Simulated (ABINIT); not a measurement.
An input for ABINIT 10.8.3 (GaAs (F-43m)):

```
acell 3*1.0 Angstrom
rprim 
  0.000000000000 2.826850000000 2.826850000000
  2.826850000000 0.000000000000 2.826850000000
  2.826850000000 2.826850000000 0.000000000000
ntypat 2
znucl 31 33
natom 2
typat 1 2
xred 
  0.000000000000 0.000000000000 0.000000000000
  0.250000000000 0.250000000000 0.250000000000
pp_dirpath "pseudos"
pseudos "Ga.upf, As.upf"
ecut 45
ngkpt 4 4 4
nshiftk 1
shiftk 0 0 0
kptopt 1
chksymbreak 0
istwfk *1
occopt 1
irdwfk 1
optdriver 4
nband 77
gwcalctyp 10
ecutsigx 45
symsigma 1
nkptgw 8
kptgw 
  0.0000000000 0.0000000000 0.0000000000
  0.2500000000 0.0000000000 0.0000000000
  0.5000000000 0.0000000000 0.0000000000
  0.2500000000 0.2500000000 0.0000000000
  0.5000000000 0.2500000000 0.0000000000
  -0.2500000000 0.2500000000 0.0000000000
  0.5000000000 0.5000000000 0.0000000000
  -0.2500000000 0.5000000000 0.2500000000
bdgw 
  20 26
  20 26
  20 26
  20 26
  20 26
  20 26
  20 26
  20 26
ecuteps 4.8
irdscr 1
ppmodel 1
irdqps 1
indata_prefix "in"
outdata_prefix "out"
tmpdata_prefix "tmp"
```

```sh
OMP_NUM_THREADS=1 mpirun -n 4 abinit run.abi > log
```

Estimate wall time and host memory on 4 MPI ranks of Arm Neoverse V1, shared host.

It took 47 s; on shared hardware allow 23 s to 94 s. Peak host memory was 1.1 GiB.

[Paths, hosts, dates, memory and timing lines, banners, echoed tables and standing remarks are left out of the program output.]

[Logs are printed without paths, hosts, clocks, repeated set-up lines and the standing remarks that a program may print on its own settings, such as how far it seeks lower states.]

[Runs of the session that timed out or met a known fault of the program may be left out.]

[Hosts, paths, dates, database ids (printed as entryN), source tags and the programs' standing remarks are cut or masked in the printed files.]

[G0W0 gaps are taken among the corrected bands and points alone; a level outside them can change the order at an edge.]

[Where Ansatz stands beside ABINIT at settings called matched, ABINIT's density can come from a denser mesh and the files from another edition; pairs whose starting gaps differed by over 0.03 eV were left out, so agreement reads better than it is.]
